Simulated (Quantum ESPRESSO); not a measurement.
# Collinear magnetic orders of two Fe on Si sites of Si, 3.84 Å apart with Quantum ESPRESSO, part 2 of 2

Wanted: the moments of two Fe on Si sites of Si, 3.84 Å apart and the energy of each order that was tried.

Quantum ESPRESSO 7.5; PBE; plane waves with GBRV 1.5 PBE potentials, no spin-orbit coupling.

So far, absolute magnetization (μB): step 2 (run 1 (ferro ++)) 5.43.

## 3. Run 2, typed as antiferro +−

File pw.in:

```
&CONTROL
  calculation = 'scf'
  prefix = 'pwscf'
  outdir = './tmp'
  pseudo_dir = './pseudo'
  disk_io = 'nowf'
/
&SYSTEM
  ibrav = 0
  celldm(1) = 8
  nat = 16
  ntyp = 3
  ecutwfc = 40
  ecutrho = 280
  nbnd = 61
  occupations = 'smearing'
  smearing = 'fd'
  degauss = 0.00367493
  nspin = 2
  starting_magnetization(1) = 0.2188
  starting_magnetization(2) = 0
  starting_magnetization(3) = -0.2188
/
&ELECTRONS
  conv_thr = 3.2d-08
  electron_maxstep = 150
  mixing_beta = 0.3
/
ATOMIC_SPECIES
Fe1    55.8450 fe_pbe_v1.5.uspp.F.UPF
Si     28.0850 si_pbe_v1.uspp.F.UPF
Fe2    55.8450 fe_pbe_v1.5.uspp.F.UPF
CELL_PARAMETERS alat
   0.0000000000000    1.2828878228553    1.2828878228553
   1.2828878228553    0.0000000000000    1.2828878228553
   1.2828878228553    1.2828878228553    0.0000000000000
ATOMIC_POSITIONS crystal
Fe1     0.0000000000    0.0000000000    0.0000000000
Si      0.1250000000    0.1250000000    0.1250000000
Fe2     0.0000000000    0.0000000000    0.5000000000
Si      0.1250000000    0.1250000000    0.6250000000
Si      0.0000000000    0.5000000000    0.0000000000
Si      0.1250000000    0.6250000000    0.1250000000
Si      0.0000000000    0.5000000000    0.5000000000
Si      0.1250000000    0.6250000000    0.6250000000
Si      0.5000000000    0.0000000000    0.0000000000
Si      0.6250000000    0.1250000000    0.1250000000
Si      0.5000000000    0.0000000000    0.5000000000
Si      0.6250000000    0.1250000000    0.6250000000
Si      0.5000000000    0.5000000000    0.0000000000
Si      0.6250000000    0.6250000000    0.1250000000
Si      0.5000000000    0.5000000000    0.5000000000
Si      0.6250000000    0.6250000000    0.6250000000
K_POINTS automatic
4 4 4 0 0 0
```

On the command line:

```console
> OMP_NUM_THREADS=1 mpirun -n 4 pw.x -nk 4 -in pw.in > pw.out
```

What it wrote:

```text
[banner, memory and clock lines left out]
Program PWSCF v.7.5 starts

     Message from routine setup:
     using ibrav=0 with symmetry is DISCOURAGED, use correct ibrav instead

     bravais-lattice index     =            0
     lattice parameter (alat)  =       8.0000  a.u.
     unit-cell volume          =    2162.0514 (a.u.)^3
     number of atoms/cell      =           16
     number of atomic types    =            3
     number of electrons       =        88.00
     number of Kohn-Sham states=           61
     kinetic-energy cutoff     =      40.0000  Ry
     charge density cutoff     =     280.0000  Ry
     scf convergence threshold =      3.2E-08
     mixing beta               =       0.3000
     number of iterations used =            8  plain     mixing
     Exchange-correlation=  SLA  PW   PBX  PBC
                           (   1   4   3   4   0   0   0)

     celldm(1)=   8.000000  celldm(2)=   0.000000  celldm(3)=   0.000000
     celldm(4)=   0.000000  celldm(5)=   0.000000  celldm(6)=   0.000000

     crystal axes: (cart. coord. in units of alat)
               a(1) = (   0.000000   1.282888   1.282888 )
               a(2) = (   1.282888   0.000000   1.282888 )
               a(3) = (   1.282888   1.282888   0.000000 )

     reciprocal axes: (cart. coord. in units 2 pi/alat)
               b(1) = ( -0.389746  0.389746  0.389746 )
               b(2) = (  0.389746 -0.389746  0.389746 )
               b(3) = (  0.389746  0.389746 -0.389746 )

     PseudoPot. # 1 for Fe read from file:
     fe_pbe_v1.5.uspp.F.UPF
     Pseudo is Ultrasoft + core correction, Zval = 16.0

     PseudoPot. # 2 for Si read from file:
     si_pbe_v1.uspp.F.UPF
     Pseudo is Ultrasoft + core correction, Zval =  4.0

     PseudoPot. # 3 for Fe read from file:
     fe_pbe_v1.5.uspp.F.UPF
     Pseudo is Ultrasoft + core correction, Zval = 16.0

     atomic species   valence    mass     pseudopotential
     Fe1              16.00    55.84500     Fe( 1.00)
     Si                4.00    28.08500     Si( 1.00)
     Fe2              16.00    55.84500     Fe( 1.00)

     Starting magnetic structure
     atomic species   magnetization
     Fe1             0.219
     Si              0.000
     Fe2            -0.219

      4 Sym. Ops. (no inversion) found

   Cartesian axes

     site n.     atom                  positions (alat units)
         1        Fe1    tau(   1) = (   0.0000000   0.0000000   0.0000000  )
         2        Si     tau(   2) = (   0.3207220   0.3207220   0.3207220  )
         3        Fe2    tau(   3) = (   0.6414439   0.6414439   0.0000000  )
         4        Si     tau(   4) = (   0.9621659   0.9621659   0.3207220  )
         5        Si     tau(   5) = (   0.6414439   0.0000000   0.6414439  )
         6        Si     tau(   6) = (   0.9621659   0.3207220   0.9621659  )
         7        Si     tau(   7) = (   1.2828878   0.6414439   0.6414439  )
         8        Si     tau(   8) = (   1.6036098   0.9621659   0.9621659  )
         9        Si     tau(   9) = (   0.0000000   0.6414439   0.6414439  )
        10        Si     tau(  10) = (   0.3207220   0.9621659   0.9621659  )
        11        Si     tau(  11) = (   0.6414439   1.2828878   0.6414439  )
        12        Si     tau(  12) = (   0.9621659   1.6036098   0.9621659  )
        13        Si     tau(  13) = (   0.6414439   0.6414439   1.2828878  )
        14        Si     tau(  14) = (   0.9621659   0.9621659   1.6036098  )
        15        Si     tau(  15) = (   1.2828878   1.2828878   1.2828878  )
        16        Si     tau(  16) = (   1.6036098   1.6036098   1.6036098  )

     number of k points=    18  Fermi-Dirac smearing, width (Ry)=  0.0037
                       cart. coord. in units 2pi/alat
        k(    1) = (   0.0000000   0.0000000   0.0000000), wk =   0.0156250
        k(    2) = (   0.0974364   0.0974364  -0.0974364), wk =   0.0625000
        k(    3) = (  -0.1948728  -0.1948728   0.1948728), wk =   0.0312500
        k(    4) = (   0.1948728   0.0000000   0.0000000), wk =   0.0625000
        k(    5) = (  -0.0974364  -0.2923093   0.2923093), wk =   0.1250000
        [... 13 further k-points ...]

     Dense  grid:   171471 G-vectors     FFT dimensions: (  80,  80,  80)

     Smooth grid:    74129 G-vectors     FFT dimensions: (  60,  60,  60)

     Check: negative core charge=   -0.000008
     Generating pointlists ...
     new r_m :   0.2291 (alat units)  1.8332 (a.u.) for type    1
     new r_m :   0.2291 (alat units)  1.8332 (a.u.) for type    2
     new r_m :   0.2291 (alat units)  1.8332 (a.u.) for type    3

     Initial potential from superposition of free atoms

     starting charge      85.9906, renormalised to      88.0000
     Starting wfcs are   82 randomized atomic wfcs

     Self-consistent Calculation

     iteration #  1     ecut=    40.00 Ry     beta= 0.30
     Davidson diagonalization with overlap
     ethr =  1.00E-02,  avg # of iterations =  3.8

     total energy              =    -628.26621816 Ry
     estimated scf accuracy    <      16.31850015 Ry

     total magnetization       =    -0.00 Bohr mag/cell
     absolute magnetization    =     1.27 Bohr mag/cell

     iteration #  2     ecut=    40.00 Ry     beta= 0.30
     Davidson diagonalization with overlap
     ethr =  1.00E-02,  avg # of iterations =  4.0

     total energy              =    -631.74084682 Ry
     estimated scf accuracy    <      77.78862661 Ry

     total magnetization       =     0.00 Bohr mag/cell
     absolute magnetization    =     0.27 Bohr mag/cell

     [... further iterations left out ...]

     iteration # 17     ecut=    40.00 Ry     beta= 0.30
     Davidson diagonalization with overlap
     ethr =  1.71E-09,  avg # of iterations =  1.3

     total energy              =    -634.74265223 Ry
     estimated scf accuracy    <       0.00000023 Ry

     total magnetization       =    -0.00 Bohr mag/cell
     absolute magnetization    =     5.10 Bohr mag/cell

     iteration # 18     ecut=    40.00 Ry     beta= 0.30
     Davidson diagonalization with overlap
     ethr =  2.60E-10,  avg # of iterations =  2.0

     Magnetic moment per site  (integrated on atomic sphere of radius R)
     atom   1 (R=0.229)  charge= 14.1247  magn=  2.0435
     atom   2 (R=0.229)  charge=  1.8041  magn=  0.0000
     atom   3 (R=0.229)  charge= 14.1246  magn= -2.0438
     atom   4 (R=0.229)  charge=  1.8041  magn=  0.0000
     atom   5 (R=0.229)  charge=  1.8153  magn= -0.0000
     atom   6 (R=0.229)  charge=  1.8117  magn= -0.0474
     atom   7 (R=0.229)  charge=  1.8153  magn= -0.0000
     atom   8 (R=0.229)  charge=  1.8117  magn=  0.0474
     atom   9 (R=0.229)  charge=  1.8153  magn= -0.0000
     atom  10 (R=0.229)  charge=  1.8117  magn= -0.0474
     atom  11 (R=0.229)  charge=  1.8153  magn= -0.0000
     atom  12 (R=0.229)  charge=  1.8117  magn=  0.0474
     atom  13 (R=0.229)  charge=  1.8186  magn=  0.0016
     atom  14 (R=0.229)  charge=  1.8223  magn=  0.0000
     atom  15 (R=0.229)  charge=  1.8186  magn= -0.0016
     atom  16 (R=0.229)  charge=  1.8223  magn=  0.0000

     End of self-consistent calculation

     [... lines left out ...]
     the Fermi energy is     6.3888 ev

!    total energy              =    -634.74265233 Ry
     estimated scf accuracy    <       0.00000002 Ry
     smearing contrib. (-TS)   =      -0.00532367 Ry
     internal energy E=F+TS    =    -634.73732866 Ry

     The total energy is F=E-TS. E is the sum of the following terms:
     one-electron contribution =    -480.60793693 Ry
     hartree contribution      =     271.85272665 Ry
     xc contribution           =    -118.33745270 Ry
     ewald contribution        =    -307.64466569 Ry

     total magnetization       =    -0.00 Bohr mag/cell
     absolute magnetization    =     5.10 Bohr mag/cell

     convergence has been achieved in  18 iterations
```

Run time: 3 min. Hardware: 4 MPI ranks of AMD EPYC 7B13 (Zen 3), shared host; peak memory 1.7 GiB.

Spin moment in the atom's sphere by atom:

```
atom  spin moment in the atom's sphere (μB)
 Fe1                                   2.04
 Si2                                   0.00
 Fe3                                  -2.04
 Si4                                   0.00
 Si5                                   0.00
 Si6                                  -0.05
 Si7                                   0.00
 Si8                                   0.05
 Si9                                   0.00
Si10                                  -0.05
Si11                                   0.00
Si12                                   0.05
Si13                                   0.00
Si14                                   0.00
Si15                                   0.00
Si16                                   0.00
```

Read from the output:

- smearing term TS: 0.07243 eV
- magnetization: 0 μB
- absolute magnetization: 5.101 μB
- final state: antiferromagnetic

Spin density in the ac plane at fractional y = 0.000, with atoms of Fe and Si within 0.2 Å of it.

Ten even steps from '_' (-4.1 e/Å³) to '@' (3.9 e/Å³), each cell a mean:
```
@@##++++++++++++++++++++++++++++++++++++**
++++++++++++++++++++++++++++++++++++++++++
++++++++++++++++++++++++++++++++++++++++++
++++++++++++++++++++++++++++++++++++++++++
++++++++++++++++++++++++++++++++++++++++++
++++++++++++++++++++++++++++++++++++++++++
++++++++++++++++++++++++++++++++++++++++++
++++++++++++++++++++++++++++++++++++++++++
==++++++++++++++++++++++++++++++++++++====
::==++++++++++++++++++++++++++++++++++==..
__--==++++++++++++++++++++++++++++++++==::
----==++++++++++++++++++++++++++++++++++==
======++++++++++++++++++++++++++++++++++++
++++++++++++++++++++++++++++++++++++++++++
++++++++++++++++++++++++++++++++++++++++++
++++++++++++++++++++++++++++++++++++++++++
++++++++++++++++++++++++++++++++++++++++++
++++++++++++++++++++++++++++++++++++++++++
++++++++++++++++++++++++++++++++++++++++++
**++++++++++++++++++++++++++++++++++++++##
@@**++++++++++++++++++++++++++++++++++++@@
```
Columns run along a (7.7 Å), rows up along c (7.7 Å). Atoms in or near the plane, at fractional coordinates: Fe at (0.00, 0.00), Fe at (0.00, 0.50), Si at (0.50, 0.00), Si at (0.50, 0.50).

Valence density in the ac plane at fractional y = 0.000, with atoms of Fe and Si within 0.2 Å of it. It is the smooth field of the valence electrons, not physical close to the nuclei.

Ten steps, logarithmic in the rise over the least value, from '0' (0 e/Å³) to '9' (22 e/Å³), each cell a mean:
```
994100011122111000138
664100000111111000013
232100000012211000001
112100000011211000000
111110000001121100000
111111000001111110000
111111111111111111111
211111111112211111222
532111222112221112357
962111122031221111379
984100111143111001159
884100001110111000026
443100000112211000002
122100000012211000000
111110000001221000000
111111000001111100000
111111100011111110000
111111111111111111111
321111222112221112244
742111122011221112369
983111112142111111269
```
Columns run along a (7.7 Å), rows up along c (7.7 Å). Atoms in or near the plane, at fractional coordinates: Fe at (0.00, 0.00), Fe at (0.00, 0.50), Si at (0.50, 0.00), Si at (0.50, 0.50).

## 4. Ranking

An order is kept where moments of 0.15 μB or more survive with the typed signs; meshes match where a doubled cell samples the same k points as the first cell.

Orders:

```
       start        final state  typed order kept  energy over the lowest (meV a seeded atom)  largest site moment (μB)  net moment (μB a cell of the first run)  mesh matched  CPU time (s)
    ferro ++      ferromagnetic               yes                                           0                     2.159                                     4.24           yes         793.6
antiferro +-  antiferromagnetic               yes                                       1.712                     2.044                                        0           yes         715.3
```

## 5. Results

```
lowest state found      : ferromagnetic (from ferro ++)
largest site moment     : 2.16 μB
next state with moments : antiferromagnetic, 1.71 meV a seeded atom higher
```

The two lowest states lie so close that the mesh, the smearing, the functional or spin–orbit coupling could swap them. The smearing terms TS of the orders run from 36 to 40 meV a seeded atom, so the differences would change at a smaller width: an order with a larger TS is lowered more by the smearing. Only these 2 starts were compared; other wavevectors, canted and longer-period orders were not. The cell was built by rule and the atoms were not relaxed, which can move these energies.

[Logs and program files are shortened in this print: banners, set-up blocks, solver, clock and traceback lines can be left out without a mark of their own.]

[Logs are printed without paths, hosts, clocks, repeated set-up lines and the standing remarks that a program may print on its own settings, such as how far it seeks lower states.]

[Hosts, paths, dates, database ids (printed as entryN), source tags and the programs' standing remarks are cut or masked in the printed files.]

[Where a cell is said to come from a database of computed structures, the database is the Materials Project.]
